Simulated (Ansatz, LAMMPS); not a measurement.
# Squeezing and shearing glassy 44SiO2-44B2O3-6MgO-6CaO (mol %) (120 atoms), part 3 of 4

Aim: relax glassy 44SiO2-44B2O3-6MgO-6CaO (mol %) (120 atoms), then change its volume and shape to read moduli from the stress.

Ansatz 0.2.0; Kohn-Sham DFT, PBE, PAW (set soft_2), plane waves.

The cell: 14 Si, 28 B, 2 Mg, 2 Ca and 74 O. The quench rate of 50 K/ps far exceeds what a furnace or splat quench reaches. The starting topology of bonds comes from the classical model. Sampling is at Γ alone.

So far. Step 2 (Single point at the start): The r.m.s. force at the start is 1.0 eV/Å. Step 3 (Cell and atoms relaxed): The relaxation converged after 29 steps, with a largest force component of 0.035 eV/Å.

### 5. Volume -3 %

The relaxed cell is scaled evenly and the atoms are relaxed again; the stress at the end gives one point of P(V).

input.yaml reads:

```yaml
crystal:
  lattice:
    - [11.41675, 0.03759, -0.06957]
    - [0.03759, 11.3116, -0.02621]
    - [-0.06957, -0.02621, 10.84986]
  atoms:
    [... the 120 atom lines of step 4 ...]
kpoints:
  mp_grid: { grid: [1, 1, 1] }
hamiltonian:
  xc: pbe
scf:
  occupations: { method: gaussian, width: 0.025 }
output:
  forces: true
  eigenvalues: true
  stress: true
relax:
  f_tol: 0.05
  max_steps: 70
```

Run with:

```console
ansatz run input.yaml --threads 4 --pin off --max-ram 8192MiB --backend cpu --events-out ev --progress --plain --runs-dir out
```

Numbers of over 12 decimals in the logs are rounded to 6 here.

Log:

```text
Warning: output.stress: scf.convergence.dr2_threshold = 1e-7 eV (the SCF's general default) is looser than the 1.08e-8 eV advised for a printed stress (1e-10 eV for each atom of the cell: 120, of which 108 are counted). What an SCF threshold leaves in a stress goes as its square root, and in the free energy as the threshold itself, and one threshold admits the most on a small cell: [...]
[...]
Crystal: 120 atoms, lattice volume = 1401.092 Å³
Basis set: ecut = 420 eV, 27337 PW (Γ), exchange–correlation on 160×160×150 points (8 copies of the dense FFT grid, shifted against one another)
Bands: 432, of which v1, the nominal top of the filled ones, is band 312 counted from 1 (311 counted from 0)
Symmetry: 1 space group operations
[...]
k-points: 1
[...]
SCF iter   1: F=—  HF=-62856.290665 eV  |F-HF|=—  |Δ(HF+E_count)|=         —  Δρ=2.90e-3  dr2=1.33e-1  ethr=1.77e-3  ⟨swp⟩=7.0  Hψ=2108  notcnv=0  defer=79
[...]
SCF iter   5: F=—  HF=-62856.292278 eV  |F-HF|=—  |Δ(HF+E_count)|=   8.51e-5  Δρ=9.14e-5  dr2=1.23e-4  ethr=1.29e-7  ⟨swp⟩=2.0  Hψ=630  notcnv=0  defer=112
SCF iter   6: F=-62856.292270 eV  HF=-62856.292278 eV  |F-HF|=7.86e-6  |Δ(HF+E_count)|=   2.16e-7  Δρ=4.08e-5  dr2=2.02e-5  ethr=1.00e-8  ⟨swp⟩=15.0  Hψ=2804  notcnv=0
SCF 1 converged in 6 iterations: F = -62856.292270 eV  dr2 = 2.02e-5
[...]
relax step   1: F+E_penalty+E_count = -62856.29227029 eV  Δ(F+E_penalty+E_count) = +0.000e0 eV  max|allowed force component| = 4.651e-1 eV/Å  Δτ_max = 0.0000 Å  (6 SCF iters, dr2 threshold 6.25e-5 eV, accepted)
[...]
relax step   2: F+E_penalty+E_count = -62856.59153583 eV  Δ(F+E_penalty+E_count) = -2.993e-1 eV  max|allowed force component| = 2.934e-1 eV/Å  Δτ_max = 0.0631 Å  (6 SCF iters, dr2 threshold 1.35e-5 eV, accepted)
[...]
relax step   3: F+E_penalty+E_count = -62856.73239487 eV  Δ(F+E_penalty+E_count) = -1.409e-1 eV  max|allowed force component| = 1.859e-1 eV/Å  Δτ_max = 0.0631 Å  (7 SCF iters, dr2 threshold 5.38e-6 eV, accepted)
relax step   4: F+E_penalty+E_count = -62856.53244345 eV  Δ(F+E_penalty+E_count) = +2.000e-1 eV  max|allowed force component| = 6.544e-1 eV/Å  Δτ_max = 0.1140 Å  (7 SCF iters, dr2 threshold 1.38e-5 eV, rejected (line search))
relax step   5: F+E_penalty+E_count = -62856.75742274 eV  Δ(F+E_penalty+E_count) = -2.503e-2 eV  max|allowed force component| = 2.976e-1 eV/Å  Δτ_max = 0.0552 Å  (9 SCF iters, accepted)
relax step   6: F+E_penalty+E_count = -62856.72793011 eV  Δ(F+E_penalty+E_count) = +2.949e-2 eV  max|allowed force component| = 1.974e-1 eV/Å  Δτ_max = 0.1000 Å  (6 SCF iters, dr2 threshold 3.55e-5 eV, rejected (line search))
relax step   7: F+E_penalty+E_count = -62856.77230600 eV  Δ(F+E_penalty+E_count) = -1.488e-2 eV  max|allowed force component| = 5.760e-2 eV/Å  Δτ_max = 0.0487 Å  (9 SCF iters, accepted)
relax step   8: F+E_penalty+E_count = -62856.77117116 eV  Δ(F+E_penalty+E_count) = +1.135e-3 eV  max|allowed force component| = 9.376e-2 eV/Å  Δτ_max = 0.0500 Å  (8 SCF iters, rejected (line search))
[...]
relax step   9: F+E_penalty+E_count = -62856.77473652 eV  Δ(F+E_penalty+E_count) = -2.431e-3 eV  max|allowed force component| = 4.557e-2 eV/Å  Δτ_max = 0.0250 Å  (8 SCF iters, accepted)
SCF converged after 8 iterations
Free energy (F): -62856.774737 eV
[...]
Internal energy: -62856.774737 eV  (E = F + TS)
E sigma→0 (E₀):  -62856.774737 eV
Fermi energy:    5.576430 eV
[...]
Σ components = -62856.774737   (vs F -62856.774737, Δ=0.00e0)
--- Forces (eV/Å), atoms counted from 1 ---
  atom   1  Si     0.00253995    -0.00245897     0.00630585
  atom   2  Si     0.00025612    -0.00315584    -0.00343314
  atom   3  Si    -0.00939426     0.01244634     0.00031538
  atom   4  Si     0.00383101    -0.00323107    -0.00335220
[...]
atom 120  O     -0.00180667    -0.00559075     0.00235603
  max |Σ_I F_I| component: 1.39e-5 eV/Å
--- Stress (GPa, compression-positive) ---
        1.726493      -0.044960       0.043803
       -0.044960       1.700409      -0.255046
        0.043807      -0.255045       1.761065
  P = ⅓ Tr σ = 1.7293 GPa (17.293 kbar)
--- Band table (eV) ---
[...]
--- Relaxed structure (9 steps of the walk, 6 accepted, 0 SCFs on fresh bases) ---
  F+E_penalty+E_count = -62856.77473652 eV   max|allowed force component| = 4.557e-2 eV/Å
  atoms:
    - { symbol: Si, position: [0.507281, 0.674533, 0.712362] }
    - { symbol: Si, position: [0.516344, 0.437927, 0.374895] }
    - { symbol: Si, position: [0.306471, 0.726850, 0.558304] }
    - { symbol: Si, position: [0.670580, 0.867569, 0.363153] }
[...]
- { symbol: O, position: [0.897958, 0.042201, 0.572983] }
```

Wall time 2.2 min (4 threads of Intel Xeon Platinum 8275CL at 3.00GHz (Skylake/Cascade Lake), shared host); peak memory 2.1 GiB.

The program notes that the SCF threshold is loose for the stress.

The relaxation converged after 9 steps, 0.482 eV below its start, with a largest force component of 0.046 eV/Å.

Volume -3 %: the energy stands 0.249 eV above that of the reference, at a pressure of 1.73 GPa.

### 6. Volume +3 %

The relaxed cell is scaled to another volume.

Input and log are left out; they have the form of those shown for this kind of step.

Wall time 96 s (4 threads of Intel Xeon Platinum 8275CL at 3.00GHz (Skylake/Cascade Lake), shared host); peak memory 2.1 GiB.

The relaxation converged after 7 steps, 0.469 eV below its start, with a largest force component of 0.048 eV/Å.

Volume +3 %: the energy stands 0.186 eV above that of the reference, at a pressure of -1.46 GPa.

### 7. Volume -6 %

The relaxed cell is scaled to another volume.

input.yaml, the sections that differ from step 5:

```yaml
crystal:
  lattice:
    - [11.29782, 0.03719, -0.06885]
    - [0.03719, 11.19376, -0.02594]
    - [-0.06885, -0.02594, 10.73683]
  atoms:
    [... the 120 atom lines of step 4 ...]
# kpoints, hamiltonian, scf, output, relax: as in step 5
```

Log:

```text
[...]
Crystal: 120 atoms, lattice volume = 1357.759 Å³
Basis set: ecut = 420 eV, 26497 PW (Γ), exchange–correlation on 160×150×144 points (8 copies of the dense FFT grid, shifted against one another)
Bands: 432, of which v1, the nominal top of the filled ones, is band 312 counted from 1 (311 counted from 0)
Symmetry: 1 space group operations
[...]
k-points: 1
[...]
SCF iter   1: F=—  HF=-62853.976495 eV  |F-HF|=—  |Δ(HF+E_count)|=         —  Δρ=3.02e-3  dr2=1.37e-1  ethr=1.77e-3  ⟨swp⟩=7.0  Hψ=2127  notcnv=0  defer=76
[...]
SCF iter   5: F=—  HF=-62853.979001 eV  |F-HF|=—  |Δ(HF+E_count)|=   8.09e-5  Δρ=9.19e-5  dr2=1.20e-4  ethr=1.27e-7  ⟨swp⟩=2.0  Hψ=630  notcnv=0  defer=112
SCF iter   6: F=-62853.978996 eV  HF=-62853.979003 eV  |F-HF|=7.13e-6  |Δ(HF+E_count)|=   2.76e-6  Δρ=4.05e-5  dr2=1.90e-5  ethr=1.00e-8  ⟨swp⟩=15.0  Hψ=2859  notcnv=0
SCF 1 converged in 6 iterations: F = -62853.978996 eV  dr2 = 1.90e-5
[...]
relax step   1: F+E_penalty+E_count = -62853.97899630 eV  Δ(F+E_penalty+E_count) = +0.000e0 eV  max|allowed force component| = 9.733e-1 eV/Å  Δτ_max = 0.0000 Å  (6 SCF iters, dr2 threshold 6.25e-5 eV, accepted)
[...]
relax step   2: F+E_penalty+E_count = -62855.24970917 eV  Δ(F+E_penalty+E_count) = -1.271e0 eV  max|allowed force component| = 6.279e-1 eV/Å  Δτ_max = 0.1218 Å  (6 SCF iters, dr2 threshold 5.92e-5 eV, accepted)
[...]
relax step   3: F+E_penalty+E_count = -62855.87298721 eV  Δ(F+E_penalty+E_count) = -6.233e-1 eV  max|allowed force component| = 3.877e-1 eV/Å  Δτ_max = 0.1335 Å  (7 SCF iters, dr2 threshold 2.46e-5 eV, accepted)
relax step   4: F+E_penalty+E_count = -62855.49860999 eV  Δ(F+E_penalty+E_count) = +3.744e-1 eV  max|allowed force component| = 8.521e-1 eV/Å  Δτ_max = 0.2000 Å  (7 SCF iters, dr2 threshold 5.73e-5 eV, rejected (line search))
relax step   5: F+E_penalty+E_count = -62856.01836937 eV  Δ(F+E_penalty+E_count) = -1.454e-1 eV  max|allowed force component| = 2.573e-1 eV/Å  Δτ_max = 0.0622 Å  (10 SCF iters, accepted)
relax step   6: F+E_penalty+E_count = -62855.98107465 eV  Δ(F+E_penalty+E_count) = +3.729e-2 eV  max|allowed force component| = 4.513e-1 eV/Å  Δτ_max = 0.1000 Å  (6 SCF iters, dr2 threshold 2.52e-5 eV, rejected (line search))
relax step   7: F+E_penalty+E_count = -62856.04431282 eV  Δ(F+E_penalty+E_count) = -2.594e-2 eV  max|allowed force component| = 1.020e-1 eV/Å  Δτ_max = 0.0496 Å  (9 SCF iters, accepted)
relax step   8: F+E_penalty+E_count = -62856.05071449 eV  Δ(F+E_penalty+E_count) = -6.402e-3 eV  max|allowed force component| = 7.500e-2 eV/Å  Δτ_max = 0.0279 Å  (8 SCF iters, accepted)
[...]
relax step   9: F+E_penalty+E_count = -62856.05265353 eV  Δ(F+E_penalty+E_count) = -1.939e-3 eV  max|allowed force component| = 3.619e-2 eV/Å  Δτ_max = 0.0104 Å  (7 SCF iters, accepted)
SCF converged after 7 iterations
Free energy (F): -62856.052654 eV
[...]
Internal energy: -62856.052654 eV  (E = F + TS)
E sigma→0 (E₀):  -62856.052654 eV
Fermi energy:    5.909734 eV
[...]
Σ components = -62856.052654   (vs F -62856.052654, Δ=0.00e0)
--- Forces (eV/Å), atoms counted from 1 ---
  atom   1  Si     0.00241042     0.00424322    -0.01241390
  atom   2  Si    -0.02844652     0.01063131    -0.00550454
  atom   3  Si    -0.01435004    -0.00331133     0.00803771
  atom   4  Si     0.01305669    -0.00889798     0.00673828
[...]
atom 120  O     -0.00804635     0.00548921     0.00231910
  max |Σ_I F_I| component: 5.06e-5 eV/Å
--- Stress (GPa, compression-positive) ---
        3.597845      -0.101811       0.130300
       -0.101806       3.569385      -0.503457
        0.130308      -0.503458       3.876482
  P = ⅓ Tr σ = 3.6812 GPa (36.812 kbar)
--- Band table (eV) ---
[...]
--- Relaxed structure (9 steps of the walk, 7 accepted, 0 SCFs on fresh bases) ---
  F+E_penalty+E_count = -62856.05265353 eV   max|allowed force component| = 3.619e-2 eV/Å
  atoms:
    - { symbol: Si, position: [0.507582, 0.674109, 0.709289] }
    - { symbol: Si, position: [0.516379, 0.435617, 0.374427] }
    - { symbol: Si, position: [0.304071, 0.723326, 0.556560] }
    - { symbol: Si, position: [0.668211, 0.870748, 0.363440] }
[...]
- { symbol: O, position: [0.898648, 0.046362, 0.569100] }
```

Run time: 2.1 min. Hardware: 4 threads; peak memory 2 GiB; 7.9 min of CPU time.

The relaxation converged after 9 steps, 2.07 eV below its start, with a largest force component of 0.036 eV/Å.

Volume -6 %: the energy stands 0.971 eV above that of the reference, at a pressure of 3.68 GPa.

### 8. Volume +6 %

The relaxed cell is scaled to another volume.

Input and log are left out; they have the form of those shown for this kind of step.

The job ended after 3 min (4 threads of Intel Xeon Platinum 8275CL at 3.00GHz (Skylake/Cascade Lake), shared host; peak memory 2.2 GiB; 11 min of CPU time).

The relaxation converged after 11 steps, 1.76 eV below its start, with a largest force component of 0.023 eV/Å.

Volume +6 %: the energy stands 0.740 eV above that of the reference, at a pressure of -2.70 GPa.

### 9. Volume -10 %

The relaxed cell is scaled to another volume.

Input and log are left out; they have the form of those shown for this kind of step.

It took 5.1 min on 4 threads of Intel Xeon Platinum 8275CL at 3.00GHz (Skylake/Cascade Lake), shared host; peak memory 2 GiB.

The relaxation converged after 23 steps, 6.32 eV below its start, with a largest force component of 0.049 eV/Å.

Volume -10 %: the energy stands 2.74 eV above that of the reference, at a pressure of 6.42 GPa.

### 10. Stretched by 1 % along x

The relaxed cell is strained along x alone, which gives the stiffness along x and its coupling to y and z.

input.yaml, the sections that differ from step 7:

```yaml
crystal:
  lattice:
    - [11.64859, 0.03797, -0.07028]
    - [0.03835, 11.42703, -0.02648]
    - [-0.07098, -0.02648, 10.96058]
  atoms:
    [... the 120 atom lines of step 4 ...]
# kpoints, hamiltonian, scf, output, relax: as in step 7
```

Log:

```text
[...]
Crystal: 120 atoms, lattice volume = 1458.869 Å³
Basis set: ecut = 420 eV, 28547 PW (Γ), exchange–correlation on 160×160×150 points (8 copies of the dense FFT grid, shifted against one another)
Bands: 432, of which v1, the nominal top of the filled ones, is band 312 counted from 1 (311 counted from 0)
Symmetry: 1 space group operations
[...]
k-points: 1
[...]
SCF iter   1: F=—  HF=-62856.885022 eV  |F-HF|=—  |Δ(HF+E_count)|=         —  Δρ=2.80e-3  dr2=1.31e-1  ethr=1.77e-3  ⟨swp⟩=7.0  Hψ=2106  notcnv=0  defer=69
[...]
SCF iter   5: F=—  HF=-62856.887204 eV  |F-HF|=—  |Δ(HF+E_count)|=   9.53e-5  Δρ=9.02e-5  dr2=1.26e-4  ethr=1.34e-7  ⟨swp⟩=2.0  Hψ=545  notcnv=0  defer=112
SCF iter   6: F=-62856.887193 eV  HF=-62856.887202 eV  |F-HF|=8.45e-6  |Δ(HF+E_count)|=   2.41e-6  Δρ=3.98e-5  dr2=2.05e-5  ethr=1.00e-8  ⟨swp⟩=14.0  Hψ=2963  notcnv=0
SCF 1 converged in 6 iterations: F = -62856.887193 eV  dr2 = 2.05e-5
[...]
relax step   1: F+E_penalty+E_count = -62856.88719312 eV  Δ(F+E_penalty+E_count) = +0.000e0 eV  max|allowed force component| = 3.947e-1 eV/Å  Δτ_max = 0.0000 Å  (6 SCF iters, dr2 threshold 6.25e-5 eV, accepted)
[...]
relax step   2: F+E_penalty+E_count = -62856.95446739 eV  Δ(F+E_penalty+E_count) = -6.727e-2 eV  max|allowed force component| = 2.063e-1 eV/Å  Δτ_max = 0.0279 Å  (6 SCF iters, dr2 threshold 9.73e-6 eV, accepted)
[...]
relax step   3: F+E_penalty+E_count = -62856.98831272 eV  Δ(F+E_penalty+E_count) = -3.385e-2 eV  max|allowed force component| = 1.837e-1 eV/Å  Δτ_max = 0.0278 Å  (7 SCF iters, dr2 threshold 2.66e-6 eV, accepted)
relax step   4: F+E_penalty+E_count = -62856.99326755 eV  Δ(F+E_penalty+E_count) = -4.955e-3 eV  max|allowed force component| = 1.342e-1 eV/Å  Δτ_max = 0.0179 Å  (5 SCF iters, dr2 threshold 9.22e-6 eV, accepted)
relax step   5: F+E_penalty+E_count = -62856.99840278 eV  Δ(F+E_penalty+E_count) = -5.135e-3 eV  max|allowed force component| = 1.016e-1 eV/Å  Δτ_max = 0.0307 Å  (5 SCF iters, dr2 threshold 9.60e-6 eV, accepted)
relax step   6: F+E_penalty+E_count = -62856.99946721 eV  Δ(F+E_penalty+E_count) = -1.064e-3 eV  max|allowed force component| = 1.186e-1 eV/Å  Δτ_max = 0.0320 Å  (5 SCF iters, dr2 threshold 5.51e-6 eV, accepted)
relax step   7: F+E_penalty+E_count = -62857.00260749 eV  Δ(F+E_penalty+E_count) = -3.140e-3 eV  max|allowed force component| = 4.209e-2 eV/Å  Δτ_max = 0.0215 Å  (5 SCF iters, dr2 threshold 8.06e-6 eV, accepted)
[...]
relax step   8: F+E_penalty+E_count = -62857.00260777 eV  Δ(F+E_penalty+E_count) = -2.870e-7 eV  max|allowed force component| = 4.227e-2 eV/Å  Δτ_max = 0.0000 Å  (4 SCF iters, accepted)
SCF converged after 4 iterations
Free energy (F): -62857.002608 eV
[...]
Internal energy: -62857.002608 eV  (E = F + TS)
E sigma→0 (E₀):  -62857.002608 eV
Fermi energy:    5.155012 eV
[...]
Σ components = -62857.002608   (vs F -62857.002608, Δ=0.00e0)
--- Forces (eV/Å), atoms counted from 1 ---
  atom   1  Si    -0.00221786     0.02464364     0.00530804
  atom   2  Si    -0.00212082     0.00129928     0.00036112
  atom   3  Si     0.02377561    -0.00309212     0.00377797
  atom   4  Si     0.02205701    -0.01872564    -0.00387517
[...]
atom 120  O      0.00033556     0.01785206    -0.00712331
  max |Σ_I F_I| component: 5.12e-5 eV/Å
--- Stress (GPa, compression-positive) ---
       -0.768677       0.059685      -0.101960
        0.059681      -0.193437       0.030944
       -0.101958       0.030946      -0.362643
  P = ⅓ Tr σ = -0.4416 GPa (-4.416 kbar)
--- Band table (eV) ---
[...]
--- Relaxed structure (8 steps of the walk, 8 accepted, 0 SCFs on fresh bases) ---
  F+E_penalty+E_count = -62857.00260777 eV   max|allowed force component| = 4.227e-2 eV/Å
  atoms:
    - { symbol: Si, position: [0.507766, 0.674096, 0.716648] }
    - { symbol: Si, position: [0.517091, 0.440511, 0.375818] }
    - { symbol: Si, position: [0.311828, 0.732087, 0.560946] }
    - { symbol: Si, position: [0.674022, 0.862803, 0.361980] }
[...]
- { symbol: O, position: [0.898367, 0.035101, 0.579337] }
```

Wall time 97 s (4 threads); peak memory 2.1 GiB; 6.1 min of CPU time.

The relaxation converged after 8 steps, 0.115 eV below its start, with a largest force component of 0.042 eV/Å.

Stretched by 1 % along x: the energy stands 0.0211 eV above that of the reference, at a pressure of -0.442 GPa.

(Continued in part 4 of 4.)

[Logs are printed without paths, hosts, clocks, repeated set-up lines and the standing remarks that a program may print on its own settings, such as how far it seeks lower states.]

[Hosts, paths, dates, database ids (printed as entryN), source tags and the programs' standing remarks are cut or masked in the printed files.]
